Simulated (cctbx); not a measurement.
# Reading a Patterson map

Space group C2/m (no. 12), a = 14.5420 Å, b = 11.5400 Å, c = 6.5300 Å, α = 90.00°, β = 103.19°, γ = 90.00°, content Hg8 Ag10 Br10 P16.

Simulated single-crystal data (cctbx): Ag Kα, λ = 0.56087 Å, to d = 0.7 Å, 80 % of the full sphere, strongest reflection 20000 counts, noise from counting, a 6 % proportional error and a noise floor of 15 counts (s.d.); no absorption, some extinction.

Patterson synthesis from sharpened amplitudes, origin scaled to 1000:

```text
Patterson group C 1 2/m 1
      u       v       w   height  length (A)
  0.000   0.000   0.000   1000.0     0.00
  0.000   0.343   0.000    477.5     3.96
  0.148   0.173   0.528    476.9     4.60
  0.198   0.500   0.941    456.0     6.50
  0.000   0.000   0.500    398.0     3.27
  0.204   0.500   0.451    303.4     6.84
  0.200   0.158   0.940    290.7     3.52
  0.149   0.173   0.026    259.5     2.92
  0.000   0.342   0.500    245.3     5.12
  0.153   0.500   0.530    189.2     7.12
  0.053   0.327   0.412    176.6     4.60
  0.206   0.162   0.454    142.8     4.15
  0.139   0.500   0.012    100.4     6.11
  0.102   0.170   0.125     92.7     2.48
```

**Question.** Which atom pairs make the peaks, and where is the heaviest atom?

A peak at u stands for all pairs with xi − xj = u, with weight Σ ZiZj against Σ Z² = 89140 at the origin. Peak heights follow these weights only roughly, since form factors, motion and series ripples differ, all vectors within 0.55 Å of a peak are counted as merged into it though the farther ones add only part of their weight, and F(000) is left out, which lowers the whole map:

| u | v | w | shortest length (Å) | height | 1000 ΣZiZj/ΣZ² | pairs in the cell |
| --- | --- | --- | --- | --- | --- | --- |
| 0.000 | 0.343 | 0.000 | 3.96 | 478 | 609 | 4 × Hg–Hg, 6 × Ag–Ag, 8 × Hg–P, 4 × Br–Br, 4 × P–P |
| 0.148 | 0.173 | 0.528 | 4.14 | 477 | 624 | 12 × Hg–Ag, 8 × Ag–P, 4 × Br–Br |
| 0.198 | 0.500 | 0.941 | 4.32 | 456 | 554 | 4 × Hg–Hg, 8 × Hg–P, 4 × Ag–Ag, 4 × Br–Br, 2 × P–P |
| 0.000 | 0.000 | 0.500 | 3.26 | 398 | 576 | 16 × Hg–Br, 4 × Ag–Br |
| 0.204 | 0.500 | 0.451 | 4.93 | 303 | 372 | 8 × Hg–Br, 4 × Ag–Br, 8 × Br–P |
| 0.200 | 0.158 | 0.940 | 3.53 | 291 | 398 | 2 × Hg–Hg, 8 × Hg–P, 4 × Ag–Ag, 2 × Br–Br, 8 × P–P |
| 0.149 | 0.173 | 0.026 | 2.92 | 260 | 347 | 12 × Ag–Br, 4 × Hg–Br |
| 0.000 | 0.342 | 0.500 | 5.12 | 245 | 372 | 8 × Hg–Br, 4 × Ag–Br, 8 × Br–P |
| 0.153 | 0.500 | 0.530 | 5.27 | 189 | 401 | 8 × Hg–Ag, 8 × Ag–P |
| 0.053 | 0.327 | 0.412 | 4.60 | 177 | 232 | 4 × Hg–Ag, 8 × Ag–P |

The table stops at ten peaks or at a height of 45, below which ripples compete. In the model behind the data Hg, the heaviest element, has 1 independent site: (0.6532, 0.8275, 0.5309), up to an allowed shift of origin; the Hg–Hg vectors are differences of these positions and their symmetry mates. The whole model:

```csv
atom,mult.,x,y,z,Ueq (Å²)
Hg1,8,0.6532,0.8275,0.5309,0.0033
Ag1,2,1/2,0,0,0.0054
Ag2,4,1/2,0.3519,0,0.0054
Ag3,4,0.7923,0,0.0538,0.0055
Br1,2,1/2,0,1/2,0.0083
Br2,8,0.6404,0.1650,0.0129,0.0063
P1,4,0.7581,0,0.6536,0.0088
P2,8,0.4466,0.3469,0.6017,0.0063
P3,4,0.8597,0,0.4553,0.0093
```

The model was made for the exercise: a known structure type with other elements put in, its volume estimated, not relaxed; displacement parameters are assumed.

[Logs are printed without paths, hosts, clocks, repeated set-up lines and the standing remarks that a program may print on its own settings, such as how far it seeks lower states.]
